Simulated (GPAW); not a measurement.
# Work function of Li/W(100) at several levels, part 2 of 2

Aim: the work function of both faces of Li/W(100), and its spread over functionals and bases.

GPAW 26.7.0; GPAW, PAW setups; slab in vacuum, relaxation (the session's first sound run).

So far, upper work function (eV): step 2 (relaxing the atoms, PBE, GPAW) 3.08; step 3 (plane waves, PBE) 3.08; step 4 (OptPBE vdW: xc = "optPBE-vdW", GPAW, PAW setups, GPAW) 3.20.

### Step 5. Self-consistent run: xc = "revPBE"

The same geometry under revPBE, to see how far the functional moves the levels against the vacuum.

File run.py:

```python
import json
import numpy as np
from ase import Atoms
from gpaw import GPAW, PW

slab = Atoms(
    ['W', 'W', 'W', 'W', 'W', 'Li'],
    positions=[
        [0.00000, 0.00000, 8.00000],
        [1.58000, 1.58000, 9.58000],
        [0.00000, 0.00000, 11.16000],
        [1.58000, 1.58000, 12.77978],
        [-0.00000, -0.00000, 14.26678],
        [1.58000, 1.58000, 16.07871]],
    cell=[[3.16, 0.0, 0.0], [0.0, 3.16, 0.0], [0.0, 0.0, 24.38863]],
    pbc=[True, True, False])

slab.calc = GPAW(mode=PW(400), xc='revPBE', kpts={'size': (10, 10, 1), 'gamma': True},
                 occupations={'name': 'fermi-dirac', 'width': 0.1}, nbands='300%',
                 convergence={'density': 1e-05}, maxiter=200,
                 poissonsolver={'dipolelayer': 'xy'},
                 symmetry={'tolerance': 1e-3}, txt='slab.txt')
result = {}
energy = slab.get_potential_energy()
fermi = slab.calc.get_fermi_level()
v = slab.calc.get_electrostatic_potential().mean((0, 1)) - fermi
n = slab.calc.get_pseudo_density().mean((0, 1))
L = slab.cell[2, 2]
z = np.arange(len(v)) * L / len(v)
low, high = slab.positions[:, 2].min(), slab.positions[:, 2].max()
below, above = np.interp([low - 5.8, high + 5.8], z, v)
slopes = [np.interp(x, z, np.gradient(v, z)) for x in (low - 5.8, high + 5.8)]
eps = np.array([[slab.calc.get_eigenvalues(k, s) for k in range(len(slab.calc.get_ibz_k_points()))]
                for s in range(slab.calc.get_number_of_spins())]) - fermi
top, bottom = eps[eps < 0].max(), eps[eps > 0].min()
dipole = slab.get_dipole_moment()[2]
print(f'energy {energy:.4f} eV, Fermi level {fermi:.4f} eV, dipole {dipole:.5f} e A')
print(f'potential 5.8 A off the faces, from the Fermi level: lower {below:.4f} eV, upper {above:.4f} eV')
print(f'slope of the potential there: lower {slopes[0]:.5f}, upper {slopes[1]:.5f} eV/A')
print(f'nearest levels on the mesh: {top:.4f} and {bottom:.4f} eV')
print('magnetic moment', round(slab.get_magnetic_moment(), 3))
result.update(energy=energy, fermi=fermi, dipole=dipole, below=below, above=above, slopes=slopes, edges=[top, bottom],
              z=z.tolist(), v=v.tolist(), n=n.tolist(), positions=slab.positions.tolist(),
              forces=slab.get_forces(apply_constraint=False).tolist(), moments=slab.get_magnetic_moments().tolist())
json.dump(result, open('result.json', 'w'))
```

On the command line:

```
> OMP_NUM_THREADS=1 OPENBLAS_NUM_THREADS=1 python run.py
```

It took 4.9 min on 1 thread of Intel Xeon at 2.80GHz (Skylake/Cascade Lake), shared host; peak memory 0.37 GiB.

Numbers from this step:

```
dipole along the normal                    : 0.06107 e·Å
levels nearest the Fermi level on the mesh : -8.76e-4, 0.01597 eV from the Fermi level
upper work function                        : 3.002 eV
lower work function                        : 4.106 eV
```

The electrostatic potential energy of an electron (without an applied field's), less the Fermi level, planar mean oscillates, so the rows of the table below give means over windows of 1.63 Å about each position, cut where the curve ends. Its maxima inside the range that stand out by 2 % of the span (Å: eV): 1.1: 4.11, 8.7: -8.71, 10.4: -9.12, 12.0: -8.43, 13.5: -10.3, 15.5: -0.546. Its minima: 8.0: -20.1, 9.6: -20.6, 11.2: -20.7, 12.8: -20.7, 14.2: -20.1, 16.1: -1.75.

The electrostatic potential energy of an electron (without an applied field's), less the Fermi level, planar mean by z; means over each step:

```
z (Å)  electrostatic potential energy of an electron (without an applied field's), less the Fermi level, planar mean (eV)
 0.81                                                                                                                4.04
 2.44                                                                                                                4.11
 4.07                                                                                                                4.09
 5.71                                                                                                                3.67
 7.33                                                                                                               -7.71
 8.96                                                                                                               -14.5
10.59                                                                                                               -14.8
12.22                                                                                                               -14.3
13.85                                                                                                               -15.0
15.48                                                                                                               -2.84
17.11                                                                                                                1.43
18.75                                                                                                                2.92
20.38                                                                                                                3.00
22.00                                                                                                                3.00
23.64                                                                                                                3.04
```

The upper face's work function is 3.002 eV, against 3.084 eV in the first plane-wave PBE run at this geometry.

### Step 6. Self-consistent run: xc = "RPBE"

The same geometry under RPBE, to see how far the functional moves the levels against the vacuum.

Edit run.py of step 5 so:

```diff
@@ -17,3 +17,3 @@
 
-slab.calc = GPAW(mode=PW(400), xc='revPBE', kpts={'size': (10, 10, 1), 'gamma': True},
+slab.calc = GPAW(mode=PW(400), xc='RPBE', kpts={'size': (10, 10, 1), 'gamma': True},
                  occupations={'name': 'fermi-dirac', 'width': 0.1}, nbands='300%',
```

Elapsed: 4.6 min, on 1 thread; peak memory 0.37 GiB.

This step gave:

```
dipole along the normal                    : 0.05952 e·Å
levels nearest the Fermi level on the mesh : -0.002046, 0.01423 eV from the Fermi level
upper work function                        : 3.009 eV
lower work function                        : 4.086 eV
```

The upper face's work function is 3.009 eV, against 3.084 eV in the first plane-wave PBE run at this geometry.

### Step 7. Self-consistent run: xc = "vdW-DF2"

The same geometry under vdW-DF2, to see how far the functional moves the levels against the vacuum (the van der Waals functionals take revPBE setups).

Edit run.py of step 6 so:

```diff
@@ -17,3 +17,3 @@
 
-slab.calc = GPAW(mode=PW(400), xc='RPBE', kpts={'size': (10, 10, 1), 'gamma': True},
+slab.calc = GPAW(mode=PW(400), xc='vdW-DF2', kpts={'size': (10, 10, 1), 'gamma': True},
                  occupations={'name': 'fermi-dirac', 'width': 0.1}, nbands='300%',
```

Wall time 4.9 min (1 thread); peak memory 0.51 GiB.

Numbers from this step:

```
dipole along the normal                    : 0.07521 e·Å
levels nearest the Fermi level on the mesh : -0.01165, 0.006161 eV from the Fermi level
upper work function                        : 3.247 eV
lower work function                        : 4.607 eV
```

The upper face's work function is 3.247 eV, against 3.084 eV in the first plane-wave PBE run at this geometry.

### Step 8. Self-consistent run: xc = "LDA"

The same geometry under LDA, to see how far the functional moves the levels against the vacuum.

Edit run.py of step 7 so:

```diff
@@ -17,3 +17,3 @@
 
-slab.calc = GPAW(mode=PW(400), xc='vdW-DF2', kpts={'size': (10, 10, 1), 'gamma': True},
+slab.calc = GPAW(mode=PW(400), xc='LDA', kpts={'size': (10, 10, 1), 'gamma': True},
                  occupations={'name': 'fermi-dirac', 'width': 0.1}, nbands='300%',
```

The job ended after 4.5 min (1 thread; peak memory 0.37 GiB).

Numbers from this step:

- dipole along the normal: 0.07357 e·Å
- levels nearest the Fermi level on the mesh: -0.001699, 0.01562 eV from the Fermi level
- upper work function: 3.195 eV
- lower work function: 4.526 eV

The upper face's work function is 3.195 eV, against 3.084 eV in the first plane-wave PBE run at this geometry.

### Step 9. Real-space grid: mode = "fd"

A real-space grid is a second complete basis, so it checks the plane-wave result.

Edit run.py of step 8 so:

```diff
@@ -3,3 +3,3 @@
 from ase import Atoms
-from gpaw import GPAW, PW
+from gpaw import GPAW
 
@@ -17,3 +17,3 @@
 
-slab.calc = GPAW(mode=PW(400), xc='LDA', kpts={'size': (10, 10, 1), 'gamma': True},
+slab.calc = GPAW(mode='fd', h=0.18, xc='PBE', kpts={'size': (10, 10, 1), 'gamma': True},
                  occupations={'name': 'fermi-dirac', 'width': 0.1}, nbands='300%',
```

It took 28 min on 1 thread; peak memory 1.8 GiB.

This step gave:

| Item | Value |
| --- | --- |
| dipole along the normal | 0.06368 e·Å |
| levels nearest the Fermi level on the mesh | -0.008649, 0.001974 eV from the Fermi level |
| upper work function | 3.083 eV |
| lower work function | 4.237 eV |

The upper face's work function is 3.083 eV, against 3.084 eV in the first plane-wave PBE run at this geometry.

### Step 10. Atomic orbitals: mode = "lcao"

Atom-centred orbitals end a few angstrom from the surface, which tests how much the density's tail matters.

Edit run.py of step 9 so:

```diff
@@ -17,4 +17,4 @@
 
-slab.calc = GPAW(mode='fd', h=0.18, xc='PBE', kpts={'size': (10, 10, 1), 'gamma': True},
-                 occupations={'name': 'fermi-dirac', 'width': 0.1}, nbands='300%',
+slab.calc = GPAW(mode='lcao', basis='dzp', h=0.18, xc='PBE', kpts={'size': (10, 10, 1), 'gamma': True},
+                 occupations={'name': 'fermi-dirac', 'width': 0.1}, nbands='120%',
                  convergence={'density': 1e-05}, maxiter=200,
```

It took 29 min on 1 thread; peak memory 0.44 GiB.

This step gave:

- dipole along the normal: 0.06570 e·Å
- levels nearest the Fermi level on the mesh: -0.001807, 0.005237 eV from the Fermi level
- upper work function: 3.031 eV
- lower work function: 4.221 eV

The upper face's work function is 3.031 eV, against 3.084 eV in the first plane-wave PBE run at this geometry.

### Step 11. The ladder

Times are for 1 thread of Intel Xeon at 2.80GHz (Skylake/Cascade Lake), shared host. Results by setting:

```
no.         run  upper work function (eV)  lower work function (eV)     time  memory (GiB)
  1          pw                     3.084                     4.238  4.8 min          0.37
  2  optPBE vdW                     3.195                     4.445  5.2 min          0.51
  3      revPBE                     3.002                     4.106  4.9 min          0.37
  4        RPBE                     3.009                     4.086  4.6 min          0.37
  5     vdW DF2                     3.247                     4.607  4.9 min          0.51
  6         LDA                     3.195                     4.526  4.5 min          0.37
  7          fd                     3.083                     4.237   28 min           1.8
  8        lcao                     3.031                     4.221   29 min          0.44
```

### Step 12. Side by side

Results and costs are gathered.

This step: comparison of work functions, dipole and cost (GPAW 26.7.0).

Ladder, by row:

```
      step  code  work function, upper (eV)  work function, lower (eV)  dipole (e Å)  wall time (s)  peak memory (GiB)  threads
        pw  GPAW                      3.084                      4.238        0.0638          287.9               0.37        1
optPBE-vdW  GPAW                      3.195                      4.445       0.06912          312.4               0.51        1
    revPBE  GPAW                      3.002                      4.106       0.06107          293.9               0.37        1
      RPBE  GPAW                      3.009                      4.086       0.05952          273.2               0.37        1
   vdW-DF2  GPAW                      3.247                      4.607       0.07521          295.5               0.51        1
       LDA  GPAW                      3.195                      4.526       0.07357          269.3               0.37        1
        fd  GPAW                      3.083                      4.237       0.06368           1707               1.76        1
      lcao  GPAW                      3.031                      4.221        0.0657           1734               0.44        1
```

### Step 13. A changed run

One more run, with changed settings.

This step: GPAW, PAW setups; slab in vacuum (GPAW 26.7.0).

Edit run.py of step 10 so:

```diff
@@ -3,3 +3,3 @@
 from ase import Atoms
-from gpaw import GPAW
+from gpaw import GPAW, PW
 
@@ -17,5 +17,5 @@
 
-slab.calc = GPAW(mode='lcao', basis='dzp', h=0.18, xc='PBE', kpts={'size': (10, 10, 1), 'gamma': True},
-                 occupations={'name': 'fermi-dirac', 'width': 0.1}, nbands='120%',
-                 convergence={'density': 1e-05}, maxiter=200,
+slab.calc = GPAW(mode=PW(400), xc='PBE', kpts={'size': (10, 10, 1), 'gamma': True},
+                 occupations={'name': 'fermi-dirac', 'width': 0.1}, nbands='300%',
+                 convergence={'density': 1e-05}, maxiter=3,
                  poissonsolver={'dipolelayer': 'xy'},
```

Wall time 40 s (1 thread); peak memory 0.36 GiB.

The run stopped without converging, so none of its numbers is a property of the system.

The fault put into the input: too few SCF iterations (maxiter = 3).

### Step 14. Summary of results

| Item | Value |
| --- | --- |
| work function, upper and lower face | 3.084 and 4.238 eV |
| dipole along the normal | 0.0638 e Å |

**Reading.** With plane waves and PBE the work function is 3.08 eV on the upper face and 4.24 eV on the lower. The two faces differ by 1.2 eV, the step that the slab's dipole makes (e p/(ε0 A) gives 1.2 eV), so the dipole layer is needed. Over the sound runs of the table the upper face's work function spans 3.002 (revPBE) to 3.247 eV (vdW-DF2). The cell of 9.99 Å² holds one Li, started on one chosen site; other sites and coverages weren't tried. The in-plane lattice was kept as typed, which isn't the functional's own and leaves some strain; spin-orbit coupling and temperature are left out.

[Logs are printed without paths, hosts, clocks, repeated set-up lines and the standing remarks that a program may print on its own settings, such as how far it seeks lower states.]

[Hosts, paths, dates, database ids (printed as entryN), source tags and the programs' standing remarks are cut or masked in the printed files.]
